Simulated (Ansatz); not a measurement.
# A hypothetical structure for CuSnI6, part 2 of 2

Starting from a made-up structure for CuSnI6, the aim is the relaxed cell, its shortest contacts and, where a second run follows, its electronic structure.

Ansatz 0.2.0; DFT, PBE, plane-wave PAW, files of the set soft_1, scalar-relativistic, ferromagnetic start, cell and ions relaxed at zero pressure; PAW set soft_1 (the session's first sound run).

So far: The structure; Relaxing cell and atoms. The relaxed cell has a = 7.377, c = 19.234 Å (conventional setting).

## 3. Electronic structure of the relaxed cell

With the geometry fixed, one more self-consistent run, with a narrower smearing and the mesh shown in its input, gives the bands, and its pressure, and its forces where symmetry allows any, show how far the geometry depends on these settings.

This step: DFT, PBE, plane-wave PAW, files of the set soft_1, scalar-relativistic, no spin, bands and density of states at the relaxed cell; PAW set soft_1 (Ansatz 0.2.0).

The input, input.yaml:

```yaml
crystal:
  lattice:
    - [3.6887115761, 2.1296786214, 6.4113687193]
    - [-3.6887115761, 2.1296786214, 6.4113687193]
    - [0.0, -4.2593572428, 6.4113687193]
  atoms:
    - { symbol: I, position: [0.2579374245, 0.8884323019, 0.5940207378] }
    - { symbol: I, position: [0.8884323019, 0.5940207378, 0.2579374245] }
    - { symbol: I, position: [0.5940207378, 0.2579374245, 0.8884323019] }
    - { symbol: I, position: [0.7420625755, 0.1115676981, 0.4059792622] }
    - { symbol: I, position: [0.1115676981, 0.4059792622, 0.7420625755] }
    - { symbol: I, position: [0.4059792622, 0.7420625755, 0.1115676981] }
    - { symbol: Sn, position: [0.0, 0.0, 0.0] }
    - { symbol: Cu, position: [0.5, 0.5, 0.5] }
kpoints:
  mp_grid: { grid: [6, 6, 6] }
  band_path:
    path:
      - [[0.0, 0.0, 0.0], [0.5, 0.0, 0.0], [0.5, 0.24022559, -0.24022559]]
      - [[0.75977441, 0.5, 0.24022559], [0.5, 0.5, 0.5], [0.0, 0.0, 0.0], [0.3701128, 0.0, -0.3701128]]
      - [[0.6298872, 0.3701128, 0.0], [0.5, 0.5, 0.0], [0.6298872, 0.6298872, 0.24022559], [0.5, 0.5, 0.5]]
      - [[0.5, 0.0, 0.0], [0.75977441, 0.3701128, 0.3701128]]
    npoints: 8
scf:
  occupations: { method: fermi_dirac, width: 0.03 }
  n_extra_bands: 12
hamiltonian:
  xc: pbe
  pseudopotentials: { kind: paw, azcp: { folder: soft_1 } }
output:
  forces: true
  stress: true
  write_bands: true
  dos: { projected: true }
  write_density: true
  write_potential: true
  elf: true
  volumetric_format: npy
```

Run with:

```bash
> ansatz run input.yaml --threads 4 --pin off --max-ram 10240MiB --backend cpu --events-out ev --progress --plain --runs-dir out
```

Numbers of over 12 decimals in the logs are rounded to 6 here.

What it wrote:

```text
[...]
Crystal: 8 atoms, lattice volume = 302.197 Å³
Basis set: ecut = 420 eV, 5913 PW (Γ), exchange–correlation on 108×108×108 points (8 copies of the dense FFT grid, shifted against one another)
Bands: 80, of which v1, the nominal top of the filled ones, is band 68 counted from 1 (67 counted from 0)
Symmetry: 6 space group operations
[...]
k-points: 40 of 216
[...]
SCF iter   1: F=—  HF=-57731.068704 eV  |F-HF|=—  |Δ(HF+E_count)|=         —  Δρ=5.85e-2  dr2=1.09e1  ethr=3.10e-3  ⟨swp⟩=8.2  Hψ=13112  notcnv=0  defer=37
[...]
SCF iter  11: F=-57728.545766 eV  HF=-57728.545766 eV  |F-HF|=1.21e-9  |Δ(HF+E_count)|=   1.19e-8  Δρ=1.56e-6  dr2=8.82e-9  ethr=7.41e-11  ⟨swp⟩=19.1  Hψ=28443  notcnv=0
SCF 1 converged in 11 iterations: F = -57728.545766 eV  dr2 = 8.82e-9
[...]
NSCF: frozen V_eff on 76 k-points
SCF converged after 11 iterations
Free energy (F): -57728.545766 eV
[...]
Internal energy: -57728.512545 eV  (E = F + TS)
E sigma→0 (E₀):  -57728.529155 eV
Entropy (-TS):   -0.033221 eV (-4.153 meV/atom)
Fermi energy:    5.398448 eV
[...]
--- Forces (eV/Å), atoms counted from 1 ---
  atom   1  I      0.00728002     0.00464398    -0.00045336
  atom   2  I      0.00038179    -0.00862667    -0.00045336
  atom   3  I     -0.00766181     0.00398270    -0.00045336
  atom   4  I     -0.00728002    -0.00464398     0.00045336
  atom   5  I     -0.00038179     0.00862667     0.00045336
  atom   6  I      0.00766181    -0.00398270     0.00045336
  atom   7  Sn    -0.00000000     0.00000000     0.00000000
  atom   8  Cu     0.00000000     0.00000000     0.00000000
  max |Σ_I F_I| component: 7.81e-18 eV/Å
--- Stress (GPa, compression-positive) ---
       -0.010634       0.000000      -0.000000
       -0.000000      -0.010634       0.000000
       -0.000000       0.000000      -0.054333
  P = ⅓ Tr σ = -0.0252 GPa (-0.252 kbar)
--- Band table (eV; the first three rows and the last of 40) ---
  k-point 0: bands = [... 64 lower, 5.1494, 5.4244, 5.4244, 5.4681, 5.7995, 8.8497, 8.8647, 8.8647, ... 8 higher]
  k-point 1: bands = [... 64 lower, 5.1234, 5.3342, 5.4112, 5.4827, 5.9668, 8.6315, 8.9807, 9.0862, ... 8 higher]
  k-point 2: bands = [... 64 lower, 4.9854, 5.1972, 5.2720, 5.4921, 5.9351, 8.2425, 9.2726, 9.5268, ... 8 higher]
  k-point 39: bands = [... 64 lower, 5.0102, 5.0102, 5.2842, 5.2842, 5.8898, 8.3012, 9.7732, 9.7732, ... 8 higher]
```

Run time: 66 s. Hardware: 4 threads of Arm Neoverse N1, shared host; peak memory 1.6 GiB.

Numbers from this step:

- free energy: -57728.5458 eV
- energy at zero smearing: -57728.5292 eV
- smearing term TS: 0.03322 eV
- Fermi energy: 5.398 eV
- pressure: -0.02520 GPa

bands.tsv at the labelled points (eV, zero at the Fermi level; the bands that come nearest the Fermi level along the path):

```tsv
point	band 65	band 66	band 67	band 68	band 69	band 70	band 71	band 72
Γ	-0.25	0.03	0.03	0.07	0.40	3.45	3.47	3.47
L	-0.59	-0.29	-0.23	0.09	0.44	2.67	3.97	4.43
B1	-0.46	-0.42	-0.17	-0.13	0.85	3.15	3.75	3.91
B	-0.46	-0.42	-0.17	-0.13	0.85	3.15	3.75	3.91
Z	-0.39	-0.39	-0.11	-0.11	0.49	2.90	4.37	4.37
Γ	-0.25	0.03	0.03	0.07	0.40	3.45	3.47	3.47
X	-0.42	-0.39	-0.16	-0.04	0.76	2.97	3.66	4.09
Q	-0.42	-0.39	-0.16	-0.04	0.76	2.97	3.66	4.09
F	-0.60	-0.35	-0.08	0.02	1.01	3.43	3.69	3.92
P1	-0.60	-0.41	-0.17	-0.15	0.89	3.29	3.79	4.04
Z	-0.39	-0.39	-0.11	-0.11	0.49	2.90	4.37	4.37
L	-0.59	-0.29	-0.23	0.09	0.44	2.67	3.97	4.43
P	-0.60	-0.41	-0.17	-0.15	0.89	3.29	3.79	4.04
```

States per cell as run, both spins, in windows of 1 eV, from dos.tsv (zero at the Fermi level): Near the top, bands beyond those computed are missing, so counts there can be too low.

```
from  to  total
  -8  -7   0.06
  -7  -6   1.94
  -6  -5   0.00
  -5  -4   1.90
  -4  -3   4.19
  -3  -2  11.75
  -2  -1  12.05
  -1   0  13.31
   0   1   2.81
   1   2   0.00
   2   3   0.69
   3   4   3.81
   4   5   3.16
   5   6   1.46
```

Below -8 eV lie 90.0 more states.

ELF in the ac plane of the cell as run, not the conventional one, at fractional y = 0.000, with atoms of Sn within 0.2 Å of it. It is the smooth field of the valence electrons, not physical close to the nuclei.

Ten even steps from '_' (0.00) to '@' (0.81), each cell a mean:
```
____::------==****--..__--**##**==----::__
....::----::::--==--..__..==####++------::
----------......::::..____::++**++--::::--
----------..________________..----::....::
==++++++==::____________________..______..
++######**==::__________......__________::
##%%%%######**--______::==++++==::______--
%%@@%%****##%%##::__..==%%@@@@@@##==..__::
**@@%%**++**%%@@**..__++@@@@@@@@@@@@**....
::%%@@%%**++##@@@@--__--@@@@%%%%%%@@@@++..
__==@@@@%%####@@@@**..::##@@%%****##@@@@==
....++@@@@@@%%@@@@##::__==@@%%**++**%%@@##
==__..++%%@@@@@@@@##::__::##@@%%****##@@@@
**..____--**##%%##++::____::##%%######%%%%
++..______..::--::..________::++######%%##
--..__________________________::==++****++
--..__..::::..________________..::--======
--::....--++==::______......__..::--------
----::::==**##++::____::----....::----::::
__::----==++####==..__::++++==::::----..__
____------==**##**::__..==##**==------..__
```
Columns run along a (7.7 Å), rows up along c (7.7 Å). Atoms in or near the plane, at fractional coordinates: Sn at (0.00, 0.00).

Valence density in the ac plane of the cell as run, not the conventional one, at fractional y = 0.000, with atoms of Sn within 0.2 Å of it. It is the smooth field of the valence electrons, not physical close to the nuclei.

Ten steps, logarithmic in the rise over the least value, from '0' (0 e/Å³) to '9' (11 e/Å³), each cell a mean:
```
996311111000011111258
776311000000001111125
454311000000000000012
222210000000000000001
122211000000000000000
122221000000000000000
123332100000000000000
124444210000112210000
123565421000123332100
013466432000134443210
012345432100124564321
001233432100123566431
000012222100012455432
100001111000001234432
100000000000000123322
100000000000000012221
100000000000000011222
210000000000000012333
521111100000000012466
853111110000011112579
985211111000011112479
```
Columns run along a (7.7 Å), rows up along c (7.7 Å). Atoms in or near the plane, at fractional coordinates: Sn at (0.00, 0.00).

Electrostatic potential energy in the ac plane of the cell as run, not the conventional one, at fractional y = 0.000, with atoms of Sn within 0.2 Å of it. With pseudopotentials it is smooth inside the atoms' cores, unlike the true potential.

Values in eV, 11 rows by 16 columns, each cell a mean:
```
 -2 -15 -14   4   8   9  10  11  11  11  10   9   9   7  -5 -14
 -8 -13  -5   4   8  10  10  11  11  11  11  10  10  10   8   3
  7   5   4   6   9  10  11  11  11  11  11  11  11  11  10   9
  8   1 -11  -8   3   9  11  11  11  10   9   9  10  11  11  10
  9   1 -24 -31 -23   0   9  11  11   8   3  -4  -1   7  10  11
 11   9  -1 -19 -26 -10   6  10  11   9   0 -25 -29 -17   3  10
 10  11  10   7   3   4   7  10  11  11   7  -7 -25 -29 -10   6
 10  11  11  11  10  10  10  11  11  11  10   8   3  -3   0   6
  8  10  11  11  11  11  11  11  11  11  10   9   7   5   3   5
 -9   3   8  10  10  10  11  11  11  10  10   9   6  -3 -18 -17
  0 -16   0   8   9   9  10  11  11  10   9   9   7  -1 -20   3
```
Columns run along a (7.7 Å; values clipped at the 3rd and 97th percentile), rows up along c (7.7 Å). Atoms in or near the plane, at fractional coordinates: Sn at (0.00, 0.00).

## 4. Results

| Property | Result |
| --- | --- |
| space group, relaxed | R-3 |
| conventional cell | a = 7.377, b = 7.377, c = 19.234 Å; α = 90.0°, β = 90.0°, γ = 120.0° |
| volume per atom | 37.77 Å³ (guess 41.01) |
| total moment | 0.00 μB in the cell of 8 atoms |

**Reading.** CuSnI6 relaxes to R-3 with a = 7.377, b = 7.377 and c = 19.234 Å. The guessed volume was 9 % too large. The space group R-3 was held in the relaxation, so the end point is a stationary structure within it and may be a saddle against distortions or other arrangements. The moments died out from this one start and weren't seeded again at the relaxed cell. Bands cross the Fermi level, so it is a metal or semimetal at this level. The electron count is odd, which forces that without spin polarisation or a larger cell. On the 6×6×6 mesh with the narrower smearing (relaxed on 5×5×5) the largest force component is 0.009 eV/Å and the largest stress component is 0.054 GPa, against the relaxation's thresholds of 0.015 eV/Å and 0.05 GPa. The cutoff wasn't tested. Spin-orbit coupling is left out, which can matter for elements this heavy. No dispersion term is used, so weakly bound directions may come out too long. Nothing here tests whether the compound is stable against decomposition.

[Logs are printed without paths, hosts, clocks, repeated set-up lines and the standing remarks that a program may print on its own settings, such as how far it seeks lower states.]

[Hosts, paths, dates, database ids (printed as entryN), source tags and the programs' standing remarks are cut or masked in the printed files.]
